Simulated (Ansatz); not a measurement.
# The perfect W wire along [100], 45 atoms a period

Wanted: the relaxed geometry and the bands of the W wire along [100], 45 atoms a period.

Program: Ansatz 0.2.0. Level of theory: DFT PBE, plane waves, PAW; relaxation of a wire's period; PAW set soft_1, in the first sound run; inputs show where later runs differ. Results are calculated unless marked as measured.

## (1) The starting structure

The cell holds 45 atoms: 45 W. Cell: a = 22.650 Å, b = 22.650 Å, c = 3.170 Å, α = 90.0°, β = 90.0°, γ = 90.0°. Vacuum lies along a and b. The structure's axis is c.

## (2) The relaxed wire

Band widths follow the bond lengths, so the wire is relaxed first. The atoms and the third cell vector are free; the box across stays fixed as vacuum. A Fermi-Dirac smearing is set since the result may be a metal. The pressure printed is a third of the stress's trace over the whole box, vacuum included; only the stress along the axis is relaxed.

Input file input.yaml:

```yaml
crystal:
  lattice:
    - [22.65, 0.0, 0.0]
    - [0.0, 22.65, 0.0]
    - [0.0, 0.0, 3.17]
  atoms:
    - { symbol: W, position: [0.2200883, 0.36004415, 0.0] }
    - { symbol: W, position: [0.2200883, 0.5, 0.0] }
    - { symbol: W, position: [0.2200883, 0.63995585, 0.0] }
    - { symbol: W, position: [0.36004415, 0.2200883, 0.0] }
    - { symbol: W, position: [0.36004415, 0.36004415, 0.0] }
    - { symbol: W, position: [0.36004415, 0.5, 0.0] }
    - { symbol: W, position: [0.36004415, 0.63995585, 0.0] }
    - { symbol: W, position: [0.36004415, 0.7799117, 0.0] }
    - { symbol: W, position: [0.5, 0.2200883, 0.0] }
    - { symbol: W, position: [0.5, 0.36004415, 0.0] }
    - { symbol: W, position: [0.5, 0.5, 0.0] }
    - { symbol: W, position: [0.5, 0.63995585, 0.0] }
    - { symbol: W, position: [0.5, 0.7799117, 0.0] }
    - { symbol: W, position: [0.63995585, 0.2200883, 0.0] }
    - { symbol: W, position: [0.63995585, 0.36004415, 0.0] }
    - { symbol: W, position: [0.63995585, 0.5, 0.0] }
    - { symbol: W, position: [0.63995585, 0.63995585, 0.0] }
    - { symbol: W, position: [0.63995585, 0.7799117, 0.0] }
    - { symbol: W, position: [0.7799117, 0.36004415, 0.0] }
    - { symbol: W, position: [0.7799117, 0.5, 0.0] }
    - { symbol: W, position: [0.7799117, 0.63995585, 0.0] }
    - { symbol: W, position: [0.150110375, 0.430022075, 0.5] }
    - { symbol: W, position: [0.150110375, 0.569977925, 0.5] }
    - { symbol: W, position: [0.290066225, 0.290066225, 0.5] }
    - { symbol: W, position: [0.290066225, 0.430022075, 0.5] }
    - { symbol: W, position: [0.290066225, 0.569977925, 0.5] }
    - { symbol: W, position: [0.290066225, 0.709933775, 0.5] }
    - { symbol: W, position: [0.430022075, 0.150110375, 0.5] }
    - { symbol: W, position: [0.430022075, 0.290066225, 0.5] }
    - { symbol: W, position: [0.430022075, 0.430022075, 0.5] }
    - { symbol: W, position: [0.430022075, 0.569977925, 0.5] }
    - { symbol: W, position: [0.430022075, 0.709933775, 0.5] }
    - { symbol: W, position: [0.430022075, 0.849889625, 0.5] }
    - { symbol: W, position: [0.569977925, 0.150110375, 0.5] }
    - { symbol: W, position: [0.569977925, 0.290066225, 0.5] }
    - { symbol: W, position: [0.569977925, 0.430022075, 0.5] }
    - { symbol: W, position: [0.569977925, 0.569977925, 0.5] }
    - { symbol: W, position: [0.569977925, 0.709933775, 0.5] }
    - { symbol: W, position: [0.569977925, 0.849889625, 0.5] }
    - { symbol: W, position: [0.709933775, 0.290066225, 0.5] }
    - { symbol: W, position: [0.709933775, 0.430022075, 0.5] }
    - { symbol: W, position: [0.709933775, 0.569977925, 0.5] }
    - { symbol: W, position: [0.709933775, 0.709933775, 0.5] }
    - { symbol: W, position: [0.849889625, 0.430022075, 0.5] }
    - { symbol: W, position: [0.849889625, 0.569977925, 0.5] }
kpoints:
  mp_grid: { grid: [1, 1, 26] }
scf:
  occupations: { method: fermi_dirac, width: 0.05 }
hamiltonian:
  xc: pbe
  pseudopotentials: { kind: paw, azcp: { folder: soft_1 } }
relax:
  cell: { fix: [a, b, alpha, beta, gamma] }
  max_steps: 45
  f_tol: 0.03
```

Command:

```bash
$ ansatz run input.yaml --threads 16 --pin off --max-ram 61440MiB --backend cuda --events-out ev --progress --plain --runs-dir out --max-vram 78GiB
```

Numbers of over 12 decimals in the logs are rounded to 6 here.

What it wrote:

```text
Engine: ansatz 0.2.0, aarch64-unknown-linux-gnu
Pseudopotentials: kind: paw
Pseudopotential: W, paw, valence charge 14, recommended cutoff 420 eV (normal), soft_1/W.paw.azcp
Functional definition: PBE
  parameter kappa = 0.804
  parameter beta = 0.066725
  exchange = pbe_x(kappa = kappa, mu = beta*pi^2/3)
  correlation = pbe_c(beta = beta)
[...]
Crystal: 45 atoms, lattice volume = 1626.281 Å³
Basis set: ecut = 420 eV, 31879 PW (Γ), exchange–correlation on 320×320×48 points (8 copies of the dense FFT grid, shifted against one another)
Bands: 378, of which v1, the nominal top of the filled ones, is band 315 counted from 1 (314 counted from 0)
Symmetry: 16 space group operations
Space group: P4/mmm (ITA 123), of the structure as read, at distance tolerance 1.2e-4 Å
k-points: 14 of 26
Non-local potential: W, projectors of the file, l = 0: 3, l = 1: 2, l = 2: 2, l = 3: 1
PAW form: soft (Blöchl's): semilocal exchange-correlation on the pseudo side does not see the compensation charge
PAW one-centre angular grid: W, 590 points (default); XC on 64 Gauss nodes
Initial density: superposition of atomic densities (neutral atoms: chi_scale 0, normalization atom)
Initial wavefunctions: pseudopotential atomic-orbital guess
[...]
Functional: x = pbe(κ = 0.804, μ = 0.219515), c = pbe(β = 0.066725)
SCF iter   1: F=—  HF=-467353.007706 eV  |F-HF|=—  |Δ(HF+E_count)|=         —  Δρ=5.10e-2  dr2=4.13e2  ethr=3.10e-3  ⟨swp⟩=10.4  Hψ=26118  notcnv=0  defer=10
preconditioner: auto → LDOS  [metal: Δε(μ)=0.018 eV  Ē_g=4.889 eV  σ=0.050 eV  W_gap=0.09  n_scr=342 (ndim 8)  ℏωp=15.1 eV  f_vac=0.453  D(μ)=45.72/eV (n_scr^D=302)  β→1.0]
SCF iter   2: F=—  HF=-467335.348200 eV  |F-HF|=—  |Δ(HF+E_count)|=    1.77e1  Δρ=3.36e-2  dr2=1.09e2  ethr=3.10e-3  ⟨swp⟩=5.5  Hψ=15042  notcnv=0  defer=240
[...]
SCF iter  12: F=-467326.285084 eV  HF=-467326.285084 eV  |F-HF|=1.24e-8  |Δ(HF+E_count)|=   2.16e-7  Δρ=1.06e-6  dr2=5.19e-8  ethr=1.59e-11  ⟨swp⟩=5.4  Hψ=16187  notcnv=0
SCF 1 converged in 12 iterations: F = -467326.285084 eV  dr2 = 5.19e-8
  greatest PAW one-centre occupation: 0.999 electrons in one spin orbital (limit 2), on the W atom at site 19 (counted from 0), in its partial waves of l = 0
relax step   1: F+E_penalty+E_count = -467326.28508419 eV  Δ(F+E_penalty+E_count) = +0.000e0 eV  max|allowed force component| = 2.053e0 eV/Å  Δτ_max = 0.0000 Å  P = -4.342 GPa  Ω = 1626.281 Å³  fix = [a, b, alpha, beta, gamma]  reactions: a -3.743, b -3.743 GPa  (12 SCF iters, dr2 threshold 1.00e-7 eV, accepted)
[...]
Crystal: 45 atoms, lattice volume = 1562.226 Å³
Basis set: ecut = 420 eV, 30375 PW (Γ), exchange–correlation on 320×320×48 points (8 copies of the dense FFT grid, shifted against one another)
[...]
iter 1 solved again at ethr=1.67e-3 eV; its pass at ethr=3.10e-3 eV (dr2=1.05e1 eV) is discarded
SCF iter   1: F=—  HF=-467327.448148 eV  |F-HF|=—  |Δ(HF+E_count)|=         —  Δρ=1.44e-2  dr2=1.08e1  ethr=1.67e-3  ⟨swp⟩=6.6  Hψ=31839  notcnv=0  defer=3
preconditioner: auto → LDOS  [metal: Δε(μ)=0.009 eV  Ē_g=4.748 eV  σ=0.050 eV  W_gap=0.05  n_scr=318 (ndim 8)  ℏωp=15.4 eV  f_vac=0.473  D(μ)=40.83/eV (n_scr^D=234)  β→1.0]
SCF iter   2: F=—  HF=-467326.887256 eV  |F-HF|=—  |Δ(HF+E_count)|=   5.61e-1  Δρ=8.29e-3  dr2=4.26e0  ethr=1.67e-3  ⟨swp⟩=3.6  Hψ=10036  notcnv=0  defer=290
[...]
SCF iter   8: F=-467326.283110 eV  HF=-467326.283109 eV  |F-HF|=3.38e-7  |Δ(HF+E_count)|=   1.57e-5  Δρ=9.00e-6  dr2=3.28e-6  ethr=7.14e-10  ⟨swp⟩=5.7  Hψ=17709  notcnv=0
SCF 2 converged in 8 iterations: F = -467326.283110 eV  dr2 = 3.28e-6
relax step   2: F+E_penalty+E_count = -467326.28310975 eV  Δ(F+E_penalty+E_count) = +1.974e-3 eV  max|allowed force component| = 2.441e0 eV/Å  Δτ_max = 0.1918 Å  P = +5.205 GPa  Ω = 1562.226 Å³  energy of the carried Pulay correction = +1.553e-2 eV  fix = [a, b, alpha, beta, gamma]  (8 SCF iters, dr2 threshold 4.50e-6 eV, rejected (line search))
[...]
Crystal: 45 atoms, lattice volume = 1604.439 Å³
[...]
iter 1 solved again at ethr=7.39e-4 eV; its pass at ethr=3.10e-3 eV (dr2=4.66e0 eV) is discarded
[...]
SCF 3 converged in 13 iterations: F = -467328.229453 eV  dr2 = 1.19e-10
[...]
SCF 4 converged in 7 iterations: F = -467328.375527 eV  dr2 = 2.32e-6
[...]
SCF 5 converged in 8 iterations: F = -467328.405196 eV  dr2 = 3.79e-7
[...]
SCF 6 converged in 9 iterations: F = -467327.717553 eV  dr2 = 7.70e-8
[...]
SCF 7 converged in 12 iterations: F = -467328.425290 eV  dr2 = 8.49e-11
[...]
SCF 8 converged in 7 iterations: F = -467328.425906 eV  dr2 = 1.34e-8
[...]
SCF 9 converged in 5 iterations: F = -467328.420280 eV  dr2 = 2.55e-10
[...]
SCF converged after 5 iterations
[...]
--- Relaxed structure (8 steps of the walk, 6 accepted, 1 SCFs on fresh bases) ---
  F+E_penalty+E_count = -467328.42027996 eV   max|allowed force component| = 8.857e-3 eV/Å   (the final SCF, on the basis selected at the relaxed cell)
  cell:  # Å, volume = 1603.1980 Å³
    - [22.65, 0.0, 0.0]
    - [0.0, 22.65, 0.0]
    - [0.0, 0.0, 3.125005]
  atoms:
    - { symbol: W, position: [0.219731, 0.361475, 0.0] }
    - { symbol: W, position: [0.217879, 0.5, 0.0] }
    - { symbol: W, position: [0.219731, 0.638525, 0.0] }
    - { symbol: W, position: [0.361475, 0.219731, 0.0] }
    - { symbol: W, position: [0.358890, 0.358890, 0.0] }
    - { symbol: W, position: [0.359674, 0.5, 0.0] }
    - { symbol: W, position: [0.358890, 0.641110, 0.0] }
    - { symbol: W, position: [0.361475, 0.780269, 0.0] }
    - { symbol: W, position: [0.5, 0.217879, 0.0] }
    - { symbol: W, position: [0.5, 0.359674, 0.0] }
    - { symbol: W, position: [0.5, 0.5, 0.0] }
    - { symbol: W, position: [0.5, 0.640326, 0.0] }
    - { symbol: W, position: [0.5, 0.782121, 0.0] }
    - { symbol: W, position: [0.638525, 0.219731, 0.0] }
    - { symbol: W, position: [0.641110, 0.358890, 0.0] }
    - { symbol: W, position: [0.640326, 0.5, 0.0] }
    - { symbol: W, position: [0.641110, 0.641110, 0.0] }
    - { symbol: W, position: [0.638525, 0.780269, 0.0] }
    - { symbol: W, position: [0.780269, 0.361475, 0.0] }
    - { symbol: W, position: [0.782121, 0.5, 0.0] }
    - { symbol: W, position: [0.780269, 0.638525, 0.0] }
    - { symbol: W, position: [0.156750, 0.428243, 0.500000] }
    - { symbol: W, position: [0.156750, 0.571757, 0.500000] }
    - { symbol: W, position: [0.290594, 0.290594, 0.500000] }
    - { symbol: W, position: [0.289806, 0.429595, 0.500000] }
    - { symbol: W, position: [0.289806, 0.570405, 0.500000] }
    - { symbol: W, position: [0.290594, 0.709406, 0.500000] }
    - { symbol: W, position: [0.428243, 0.156750, 0.500000] }
    - { symbol: W, position: [0.429595, 0.289806, 0.500000] }
    - { symbol: W, position: [0.429788, 0.429788, 0.500000] }
    - { symbol: W, position: [0.429788, 0.570212, 0.500000] }
    - { symbol: W, position: [0.429595, 0.710194, 0.500000] }
    - { symbol: W, position: [0.428243, 0.843250, 0.500000] }
    - { symbol: W, position: [0.571757, 0.156750, 0.500000] }
    - { symbol: W, position: [0.570405, 0.289806, 0.500000] }
    - { symbol: W, position: [0.570212, 0.429788, 0.500000] }
    - { symbol: W, position: [0.570212, 0.570212, 0.500000] }
    - { symbol: W, position: [0.570405, 0.710194, 0.500000] }
    - { symbol: W, position: [0.571757, 0.843250, 0.500000] }
    - { symbol: W, position: [0.709406, 0.290594, 0.500000] }
    - { symbol: W, position: [0.710194, 0.429595, 0.500000] }
    - { symbol: W, position: [0.710194, 0.570405, 0.500000] }
    - { symbol: W, position: [0.709406, 0.709406, 0.500000] }
    - { symbol: W, position: [0.843250, 0.428243, 0.500000] }
    - { symbol: W, position: [0.843250, 0.571757, 0.500000] }
```

It took 24 s on 1 × NVIDIA GB200 with 16 threads of Arm Neoverse V2, shared host; peak memory 1.8 GiB.

Step by step:

```csv
step,energy less that of the first step (eV),largest force component (eV/Å),pressure (GPa),volume (Å³)
1,0.0000,2.0529,-4.34,1626.28
2,0.0020,2.4409,5.20,1562.23
3,-1.9444,0.6335,-1.16,1604.44
4,-2.0904,0.1980,0.27,1603.58
5,-2.1201,0.1153,0.30,1599.52
6,-1.4325,0.8219,-2.52,1633.24
7,-2.1402,0.0236,0.02,1602.00
8,-2.1408,0.0089,-0.04,1603.20
9,-2.1352,0.0089,-0.04,1603.20
```

The log counts 1 steps on a newly chosen plane-wave basis, not all of them marked here; energy and pressure can jump at such steps. Relaxation steps 2, 6 were tried and not accepted.

The run keeps the 16 symmetry operations that it works with, so distortions that break them were not tested.

```csv
cell as run,before,after,change
c (Å),3.170,3.125,-1.4 %
```

The atoms that moved most (Å, along periodic axes as changes of fractional coordinates times the final cell, across vacuum about the mean position):

```csv
atom,dx,dy,dz,length
W23,0.150,0.040,0.000,0.156
W34,0.040,0.150,0.000,0.156
W28,-0.040,0.150,0.000,0.156
W22,0.150,-0.040,0.000,0.156
W39,0.040,-0.150,0.000,0.156
W45,-0.150,0.040,0.000,0.156
W33,-0.040,-0.150,0.000,0.156
W44,-0.150,-0.040,0.000,0.156
```

This step gave:

```
energy at zero smearing    : -467328.2543 eV
cell length along the wire : 3.125 Å
```

The cell's length comes to 3.125 Å with spin left out.

## (3) The perfect wire

This step: DFT PBE, plane waves, PAW; bands of a perfect wire; PAW set soft_1 (Ansatz 0.2.0).

At the relaxed period the bands are computed along the axis; those that cross an energy going forward count the channels that a perfect wire would open there.

Input file input.yaml:

```yaml
crystal:
  lattice:
    - [22.65, 0.0, 0.0]
    - [0.0, 22.65, 0.0]
    - [0.0, 0.0, 3.1250053135]
  atoms:
    - { symbol: W, position: [0.219730785, 0.36147496, 0.0] }
    - { symbol: W, position: [0.217878886, 0.5, 0.0] }
    - { symbol: W, position: [0.219730785, 0.63852504, 0.0] }
    - { symbol: W, position: [0.36147496, 0.219730785, 0.0] }
    - { symbol: W, position: [0.358889786, 0.358889786, 0.0] }
    - { symbol: W, position: [0.359674396, 0.5, 0.0] }
    - { symbol: W, position: [0.358889786, 0.641110214, 0.0] }
    - { symbol: W, position: [0.36147496, 0.780269215, 0.0] }
    - { symbol: W, position: [0.5, 0.217878886, 0.0] }
    - { symbol: W, position: [0.5, 0.359674396, 0.0] }
    - { symbol: W, position: [0.5, 0.5, 0.0] }
    - { symbol: W, position: [0.5, 0.640325604, 0.0] }
    - { symbol: W, position: [0.5, 0.782121114, 0.0] }
    - { symbol: W, position: [0.63852504, 0.219730785, 0.0] }
    - { symbol: W, position: [0.641110214, 0.358889786, 0.0] }
    - { symbol: W, position: [0.640325604, 0.5, 0.0] }
    - { symbol: W, position: [0.641110214, 0.641110214, 0.0] }
    - { symbol: W, position: [0.63852504, 0.780269215, 0.0] }
    - { symbol: W, position: [0.780269215, 0.36147496, 0.0] }
    - { symbol: W, position: [0.782121114, 0.5, 0.0] }
    - { symbol: W, position: [0.780269215, 0.63852504, 0.0] }
    - { symbol: W, position: [0.156750406, 0.428243311, 0.5] }
    - { symbol: W, position: [0.156750406, 0.571756689, 0.5] }
    - { symbol: W, position: [0.290593635, 0.290593635, 0.5] }
    - { symbol: W, position: [0.289806405, 0.429594814, 0.5] }
    - { symbol: W, position: [0.289806405, 0.570405186, 0.5] }
    - { symbol: W, position: [0.290593635, 0.709406365, 0.5] }
    - { symbol: W, position: [0.428243311, 0.156750406, 0.5] }
    - { symbol: W, position: [0.429594814, 0.289806405, 0.5] }
    - { symbol: W, position: [0.42978774, 0.42978774, 0.5] }
    - { symbol: W, position: [0.42978774, 0.57021226, 0.5] }
    - { symbol: W, position: [0.429594814, 0.710193595, 0.5] }
    - { symbol: W, position: [0.428243311, 0.843249594, 0.5] }
    - { symbol: W, position: [0.571756689, 0.156750406, 0.5] }
    - { symbol: W, position: [0.570405186, 0.289806405, 0.5] }
    - { symbol: W, position: [0.57021226, 0.42978774, 0.5] }
    - { symbol: W, position: [0.57021226, 0.57021226, 0.5] }
    - { symbol: W, position: [0.570405186, 0.710193595, 0.5] }
    - { symbol: W, position: [0.571756689, 0.843249594, 0.5] }
    - { symbol: W, position: [0.709406365, 0.290593635, 0.5] }
    - { symbol: W, position: [0.710193595, 0.429594814, 0.5] }
    - { symbol: W, position: [0.710193595, 0.570405186, 0.5] }
    - { symbol: W, position: [0.709406365, 0.709406365, 0.5] }
    - { symbol: W, position: [0.843249594, 0.428243311, 0.5] }
    - { symbol: W, position: [0.843249594, 0.571756689, 0.5] }
kpoints:
  mp_grid: { grid: [1, 1, 26] }
  band_path: { path: ["Γ", Z], npoints: 90 }
scf:
  occupations: { method: fermi_dirac, width: 0.05 }
hamiltonian:
  xc: pbe
  pseudopotentials: { kind: paw, azcp: { folder: soft_1 } }
output:
  dos: { e_range: [-5, 4] }
  write_potential: true
  write_density: true
  volumetric_format: npy
```

What it wrote:

```text
[...]
Crystal: 45 atoms, lattice volume = 1603.198 Å³
Basis set: ecut = 420 eV, 31303 PW (Γ)
Bands: 378, of which v1, the nominal top of the filled ones, is band 315 counted from 1 (314 counted from 0)
[... 1 set-up line as in the run before ...]
[...]
k-points: 14 of 26
[...]
SCF iter   1: F=—  HF=-467354.445040 eV  |F-HF|=—  |Δ(HF+E_count)|=         —  Δρ=4.89e-2  dr2=2.83e2  ethr=3.10e-3  ⟨swp⟩=10.6  Hψ=27412  notcnv=0  defer=13
[...]
SCF iter   6: F=—  HF=-467328.419315 eV  |F-HF|=—  |Δ(HF+E_count)|=   9.37e-3  Δρ=3.66e-4  dr2=8.03e-3  ethr=1.29e-5  ⟨swp⟩=2.8  Hψ=7703  notcnv=0  defer=288
[...]
SCF iter  10: F=—  HF=-467328.420312 eV  |F-HF|=—  |Δ(HF+E_count)|=   7.12e-6  Δρ=6.13e-6  dr2=1.41e-6  ethr=1.80e-9  ⟨swp⟩=2.9  Hψ=7739  notcnv=0  defer=288
[...]
SCF iter  12: F=-467328.420313 eV  HF=-467328.420313 eV  |F-HF|=2.30e-8  |Δ(HF+E_count)|=   1.58e-7  Δρ=9.96e-7  dr2=2.43e-8  ethr=1.59e-11  ⟨swp⟩=24.5  Hψ=19865  notcnv=0
SCF 1 converged in 12 iterations: F = -467328.420313 eV  dr2 = 2.43e-8
[...]
NSCF: frozen V_eff on 91 k-points
[...]
SCF converged after 12 iterations
[...]
```

It took 17 s on 1 × NVIDIA GB200 with 16 threads; peak memory 4.1 GiB; 2.9 min of CPU time.

This step gave:

```yaml
energy_at_zero_smearing: -467328.2544 eV
band_gap: 0 eV
```

Electronic bands along the path, in eV, zero at the Fermi level; # counts the bands kept:

```csv
point,#34,#35,#36,#37,#38,#39,#40,#41
Γ,-0.23,-0.22,-0.18,-0.18,-0.10,-0.10,-0.04,-0.03
halfway,-0.29,-0.12,0.00,0.00,0.04,0.16,0.18,0.31
Z,0.19,0.20,0.22,0.28,0.28,0.46,0.58,0.62
```

Between Γ and Z the bands cross the Fermi level 25 times, so a perfect wire would conduct at least 25 G₀, with spin left out.

## (4) Outcome

| Quantity | Value |
| --- | --- |
| cell length, PBE | 3.125 Å |
| ballistic conductance by band crossings, a lower bound, PBE | 25 G₀ |

**Reading.** Under PBE the cell's length is 3.13 Å, and the bands cross the Fermi level 25 times between Γ and Z, which gives a perfect wire at least 25 G₀ (opposite crossings within one step of the path cancel in such a count). No spin was allowed, though thin wires with open d shells can turn magnetic. Spin-orbit coupling is left out, which matters for the bands of heavy atoms.

[Logs are printed without paths, hosts, clocks, repeated set-up lines and the standing remarks that a program may print on its own settings, such as how far it seeks lower states.]

[Hosts, paths, dates, database ids (printed as entryN), source tags and the programs' standing remarks are cut or masked in the printed files.]
